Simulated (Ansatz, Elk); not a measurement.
## Bonding as seen by X-rays: Sc2TiSiPb

The structure of Sc2TiSiPb used here is made up (a known structure type with other elements) and was relaxed beforehand with r2SCAN. The aim is the Fourier transform of its all-electron density, F(hkl), set beside the sum over free spherical atoms that refinements use.

Main program and level: Elk 11.2.3 (patched build); DFT, PBE, all-electron APW+lo, Dirac cores, scalar-relativistic bands, static density, no spin.

The structure was built from a prototype and need not be the compound's stable phase.

## 1. Set-up

The structure is tetragonal, space group I4mm (No. 107). The conventional cell has a = 4.385 Å, b = 4.385 Å, c = 12.709 Å, α = 90.00°, β = 90.00°, γ = 90.00°. Nearest to Pb lie 4 Ti at 3.10 Å and 4 Sc at 3.24 Å. Nearest to Ti lie 1 Si at 2.47 Å and 4 Pb at 3.10 Å. Sc has 2 Si at 2.68 Å and 4 Sc at 3.10 Å and 2 Ti at 3.22 Å and 2 Pb at 3.24 Å nearest. Nearest to Si lie 1 Ti at 2.47 Å and 4 Sc at 2.68 Å. Farther neighbours are not listed.

## 2. Ground state and structure factors

An all-electron density is needed, since X-rays see the cores too. Task 0 finds the density and task 195 Fourier-transforms it; tshift is off so that phases refer to the origin typed.

Contents of elk.in:

```
tasks
  0
  195

xctype
  20

spinpol
  .false.

rgkmax
  7.0

gmaxvr
  14.0

lmaxo
  7

lmaxapw
  8

swidth
  0.002

tshift
  .false.

hmaxvr
  5.5

maxscl
  120

epspot
  1e-06

sppath
  './'

avec
  -4.14339384968 4.14339384968 12.00793251969
  4.14339384968 -4.14339384968 12.00793251969
  4.14339384968 4.14339384968 -12.00793251969

atoms
  4
  'Pb.in'
  1
  0.0646299561 0.0646299561 0.0000000000   0.000000 0.000000 0.000000
  'Ti.in'
  1
  0.5666562486 0.5666562486 0.0000000000   0.000000 0.000000 0.000000
  'Sc.in'
  2
  0.2518855445 0.7518855445 0.5000000000   0.000000 0.000000 0.000000
  0.7518855445 0.2518855445 0.5000000000   0.000000 0.000000 0.000000
  'Si.in'
  1
  0.3725427063 0.3725427063 0.0000000000   0.000000 0.000000 0.000000

ngridk
  7 7 7
```

On the command line:

```console
> OMP_NUM_THREADS=4 elk
```

Numbers of over 12 decimals in the logs are rounded to 6 here.

What it wrote:

```text
┌─────────────────────────┐
│ Elk code version 11.2.3 │
└─────────────────────────┘

All units are atomic (Hartree, Bohr, etc.)

┌─────────────────────────────────────────────────┐
│ Ground-state run starting from atomic densities │
└─────────────────────────────────────────────────┘

Lattice vectors :
  -4.143393850       4.143393850       12.00793252
   4.143393850      -4.143393850       12.00793252
   4.143393850       4.143393850      -12.00793252

Reciprocal lattice vectors :
 -0.5664705507E-17  0.7582172411      0.2616264414
  0.7582172411     -0.5664705507E-17  0.2616264414
  0.7582172411      0.7582172411      0.7764587815E-17

Unit cell volume      :    824.5949374
Brillouin zone volume :   0.3008146209

Muffin-tin inner radius fraction :   0.1000000000E-01

Nuclei treated as point charges

Species : 1 (Pb)
 parameters loaded from : Pb.in
 name : lead
 nuclear charge    :   -82.00000000
 electronic charge :    82.00000000
 atomic mass :    377702.4943
 muffin-tin radius :    2.800000000
 number of radial points in muffin-tin :   1393
 inner part over the whole radius :   0.9993555083E-02
 number on inner part of muffin-tin    :   1001
 approximate nuclear radius :   0.1047603524E-03
 number of mesh points to nuclear radius :    525
 atomic positions (lattice), magnetic fields (Cartesian) :
  1 :   0.06462996  0.06462996  0.00000000    0.00000000  0.00000000  0.00000000

Species : 2 (Ti)
 parameters loaded from : Ti.in
 name : titanium
 nuclear charge    :   -22.00000000
 electronic charge :    22.00000000
 atomic mass :    87256.20317
 muffin-tin radius :    2.400000000
 number of radial points in muffin-tin :    993
 inner part over the whole radius :   0.9985722337E-02
 number on inner part of muffin-tin    :    699
 approximate nuclear radius :   0.6805665174E-04
 number of mesh points to nuclear radius :    325
 atomic positions (lattice), magnetic fields (Cartesian) :
  1 :   0.56665625  0.56665625  0.00000000    0.00000000  0.00000000  0.00000000

Species : 3 (Sc)
 parameters loaded from : Sc.in
 name : scandium
 nuclear charge    :   -21.00000000
 electronic charge :    21.00000000
 atomic mass :    81949.61073
 muffin-tin radius :    2.400000000
 number of radial points in muffin-tin :    993
 inner part over the whole radius :   0.9898716403E-02
 number on inner part of muffin-tin    :    698
 approximate nuclear radius :   0.6711386133E-04
 number of mesh points to nuclear radius :    323
 atomic positions (lattice), magnetic fields (Cartesian) :
  1 :   0.25188554  0.75188554  0.50000000    0.00000000  0.00000000  0.00000000
  2 :   0.75188554  0.25188554  0.50000000    0.00000000  0.00000000  0.00000000

Species : 4 (Si)
 parameters loaded from : Si.in
 name : silicon
 nuclear charge    :   -14.00000000
 electronic charge :    14.00000000
 atomic mass :    51196.73458
 muffin-tin radius :    2.200000000
 number of radial points in muffin-tin :    793
 inner part over the whole radius :   0.9899632250E-02
 number on inner part of muffin-tin    :    553
 approximate nuclear radius :   0.5963282101E-04
 number of mesh points to nuclear radius :    246
 atomic positions (lattice), magnetic fields (Cartesian) :
  1 :   0.37254271  0.37254271  0.00000000    0.00000000  0.00000000  0.00000000

Total number of atoms per unit cell :    5
Total muffin-tin volume :    310.2720680
 ratio of muffin-tin to unit cell volume :   0.3762720992

Spin treatment :
 spin-unpolarised

Number of Bravais lattice symmetries :   16
Number of crystal symmetries         :    8
Crystal has no inversion symmetry
Complex Hermitian eigensolver will be used

k-point grid :      7     7     7
k-point offset :    0.000000000       0.000000000       0.000000000
k-point set is reduced with full crystal symmetry group
Total number of k-points :       70

Muffin-tin radius times maximum |G+k| :    7.000000000
 using average radius
Maximum |G+k| for APW functions       :    2.868852459
Maximum (1/2)|G+k|²                   :    4.115157216
[...]
Density of states at Fermi energy :    119.9291458
 (states/Hartree/unit cell)

Estimated indirect band gap :   0.2592420966E-03
 from k-point 69 to k-point 52
Estimated direct band gap   :   0.3627566231E-02
 at k-point 3

Charges :
 core                        :    108.0000000
 valence                     :    52.00000000
 interstitial                :    8.976978481
 muffin-tins (core leakage)
  species : 1 (Pb)
   atom 1                    :    80.21295036     (  0.1268775912E-02)
  species : 2 (Ti)
[...]
species : 3 (Sc)
[...]
species : 4 (Si)
[...]
total in muffin-tins        :    151.0230215
 total calculated charge     :    159.9970815
 total charge                :    160.0000000
 error                       :   0.2918480342E-02

RMS change in Kohn-Sham potential (target) :   0.3358095342     (  0.1000000000E-05)
Absolute change in total energy (target)   :   0.1449527447     (  0.1000000000E-03)

[... loops 3 to 17 left out ...]

┌──────────────────┐
│ Loop number : 18 │
└──────────────────┘

Energies :
 Fermi                       :     0.202877
 sum of occupied eigenvalues :     -14498.610291889
 electron kinetic            :      27064.569843451
 core electron kinetic       :      26748.981982321
 Coulomb                     :     -50133.953335545
 Coulomb potential           :     -40869.434650703
 nuclear-nuclear             :     -1689.8661365015
 electron-nuclear            :     -56048.601993906
 Hartree                     :      7604.5147948627
 Madelung                    :     -29699.236010193
 xc potential                :     -693.74548463686
 exchange                    :     -523.23678313844
 correlation                 :     -8.324293
 electron entropic           :    -0.20384042740200E-02
 total energy                :     -23600.946606662

Density of states at Fermi energy :    149.9724783
 (states/Hartree/unit cell)

Estimated indirect band gap :   0.5457851046E-03
 from k-point 33 to k-point 42
Estimated direct band gap   :   0.1766897883E-02
 at k-point 68

Charges :
 core                        :    108.0000000
 valence                     :    52.00000000
 interstitial                :    8.742018006
 muffin-tins (core leakage)
  species : 1 (Pb)
[...]
species : 2 (Ti)
[...]
species : 3 (Sc)
[...]
species : 4 (Si)
[...]
total in muffin-tins        :    151.2579820
 total calculated charge     :    159.9972124
 total charge                :    160.0000000
 error                       :   0.2787608359E-02

RMS change in Kohn-Sham potential (target) :   0.2064367621E-06 (  0.1000000000E-05)
Absolute change in total energy (target)   :   0.5754488302E-04 (  0.1000000000E-03)

Convergence targets achieved

┌──────────────────┐
│ Loop number : 19 │
└──────────────────┘

Energies :
 Fermi                       :     0.202877
 sum of occupied eigenvalues :     -14498.610274594
 electron kinetic            :      27064.569852913
 core electron kinetic       :      26748.981987803
 Coulomb                     :     -50133.953334294
 Coulomb potential           :     -40869.434646922
 nuclear-nuclear             :     -1689.8661365015
 electron-nuclear            :     -56048.601994401
 Hartree                     :      7604.5147966090
 Madelung                    :     -29699.236010833
 xc potential                :     -693.74548058486
 exchange                    :     -523.23678298211
 correlation                 :     -8.324293
 electron entropic           :    -0.20384048649972E-02
 total energy                :     -23600.946595780

Density of states at Fermi energy :    149.9725139
 (states/Hartree/unit cell)

Estimated indirect band gap :   0.5457966858E-03
 from k-point 33 to k-point 42
Estimated direct band gap   :   0.1766907811E-02
 at k-point 68

Charges :
 core                        :    108.0000000
 valence                     :    52.00000000
 interstitial                :    8.742017671
 muffin-tins (core leakage)
  species : 1 (Pb)
[...]
species : 2 (Ti)
[...]
species : 3 (Sc)
   atom 1                    :    19.15055340     ( -0.2163177584E-06)
   atom 2                    :    19.15055340     ( -0.2163177584E-06)
  species : 4 (Si)
   atom 1                    :    12.29249929     (  0.1370689643E-02)
 total in muffin-tins        :    151.2579823
 total calculated charge     :    159.9972124
 total charge                :    160.0000000
 error                       :   0.2787608133E-02

┌──────────────────────────────┐
│ Self-consistent loop stopped │
└──────────────────────────────┘

Warning : core states of species 1 leak from the muffin-tin :   0.1193902983E-02

Warning : core states of species 4 leak from the muffin-tin :   0.1370689643E-02

Wrote STATE.OUT
```

It took 87 s on 4 threads of Arm Neoverse V2, shared host; peak memory 0.28 GiB; 4.6 min of CPU time.

SFACRHO.OUT:

```text

h k l indices transformed by vhmat matrix:
   1.000000000       0.000000000       0.000000000    
   0.000000000       1.000000000       0.000000000    
   0.000000000       0.000000000       1.000000000    

      h      k      l  multipl.   |H|            Re(F)            Im(F)           |F|

      0      0      0      1   0.0000000       160.00000     -0.37854292E-18   160.00000    
     -1     -1      1      1  0.52325288       28.944946      -58.785964       65.525563    
      1      1     -1      1  0.52325288       28.944946       58.785964       65.525563    
      1      0      0      4  0.80208589       44.392824       30.872878       54.072705    
      0     -1      1      4  0.80208589       44.392824      -30.872878       54.072705    
     -2     -2      2      1   1.0465058       16.384875      -92.212730       93.657096    
      2      2     -2      1   1.0465058       16.384875       92.212730       93.657096    
      1     -1      0      4   1.0722811       68.106766     -0.50430014E-14   68.106766    
      1      2     -2      4   1.0912969       27.682095       58.817814       65.006412    
     -2     -1      2      4   1.0912969       27.682095      -58.817814       65.006412    
      0      2     -1      4   1.1931389       90.990439       54.502582       106.06503    
      0     -2      1      4   1.1931389       90.990439      -54.502582       106.06503    
      2      2     -3      4   1.4983194      -42.991340       81.534890       92.174799    
     -2     -2      1      4   1.4983194      -42.991340      -81.534890       92.174799    
      2      3     -2      4   1.5119865      -16.549946       40.340193       43.603118    
     -2     -3      2      4   1.5119865      -16.549946      -40.340193       43.603118    
      1     -1     -1      4   1.5164345       119.89546     -0.17339876E-13   119.89546    
      3      3     -3      1   1.5697586      -89.913303       58.592865       107.31974
```

Elk indexes on the primitive cell of elk.in and gives |H| = 4π sin θ/λ in inverse bohr. Below, one row stands for each form hkl of the conventional cell (m members, Friedel mates merged), F is for one primitive cell and the density is static (no thermal factor). Free-atom factors are Waasmaier and Kirfel's, and R is Σm||F|−|F'||/Σm|F|.

| hkl | m | sin θ/λ (Å⁻¹) | abs F, DFT | neutral atoms | diff. | abs of complex diff. |
| --- | --- | --- | --- | --- | --- | --- |
| 002 | 2 | 0.079 | 65.526 | 65.678 | -0.152 | 0.333 |
| 101 | 8 | 0.121 | 54.073 | 54.294 | -0.221 | 0.390 |
| 004 | 2 | 0.157 | 93.657 | 93.899 | -0.242 | 0.253 |
| 110 | 4 | 0.161 | 68.107 | 67.891 | +0.216 | 0.216 |
| 103 | 8 | 0.164 | 65.006 | 64.807 | +0.200 | 0.276 |
| 112 | 8 | 0.179 | 106.065 | 106.475 | -0.410 | 0.412 |
| 114 | 8 | 0.225 | 92.175 | 92.507 | -0.332 | 0.340 |
| 105 | 8 | 0.227 | 43.603 | 43.329 | +0.275 | 0.334 |
| 200 | 4 | 0.228 | 119.895 | 120.332 | -0.437 | 0.437 |
| 006 | 2 | 0.236 | 107.320 | 107.754 | -0.434 | 0.482 |
| 202 | 8 | 0.241 | 56.365 | 56.446 | -0.080 | 0.115 |
| 211 | 16 | 0.258 | 47.982 | 48.114 | -0.132 | 0.162 |
| 204 | 8 | 0.277 | 79.708 | 79.845 | -0.137 | 0.256 |
| 213 | 16 | 0.281 | 57.043 | 57.111 | -0.069 | 0.151 |
| 116 | 8 | 0.286 | 67.061 | 67.213 | -0.152 | 0.164 |
| 107 | 8 | 0.298 | 53.553 | 53.576 | -0.023 | 0.186 |
| 008 | 2 | 0.315 | 41.672 | 41.545 | +0.127 | 0.127 |
| 215 | 16 | 0.322 | 39.937 | 39.851 | +0.086 | 0.095 |
| 220 | 4 | 0.323 | 104.520 | 104.425 | +0.095 | 0.095 |
| 206 | 8 | 0.328 | 94.057 | 94.051 | +0.006 | 0.094 |
| 222 | 8 | 0.332 | 50.925 | 50.802 | +0.123 | 0.126 |
| 301 | 8 | 0.344 | 44.286 | 44.256 | +0.031 | 0.034 |

## 3. Outcome

```json
{"R against neutral atoms, sin θ/λ < 0.3 Å⁻¹": "0.28 %", "R against neutral atoms, 0.3 to 0.73 Å⁻¹": "0.07 %"}
```

**Reading.** Independent neutral atoms miss the calculated amplitudes by R = 0.28 % below 0.3 Å⁻¹ and 0.07 % from there to 0.73 Å⁻¹; by shells, 0.37 % below 0.15 Å⁻¹ (2 forms), 0.27 % 0.15 to 0.3 (14 forms), 0.07 % 0.3 to 0.45 (25 forms), 0.07 % above 0.45 (108 forms). Bonding, aspherical density and the tables' own atoms all enter these figures, and the runs don't part them. The largest change of an amplitude is -0.44 electrons, at 200. R counts amplitudes alone; phases shift too. The basis has no finished test. The k-mesh has no finished test. These runs have no spin, though d or f shells may be open. Spin-orbit coupling is left out, which can matter for elements this heavy. Part of the difference isn't bonding: the tables are fits to free atoms and ions calculated by other methods than this functional. Thermal motion, anomalous dispersion and extinction are left out.

[Logs are printed without paths, hosts, clocks, repeated set-up lines and the standing remarks that a program may print on its own settings, such as how far it seeks lower states.]

[Hosts, paths, dates, database ids (printed as entryN), source tags and the programs' standing remarks are cut or masked in the printed files.]
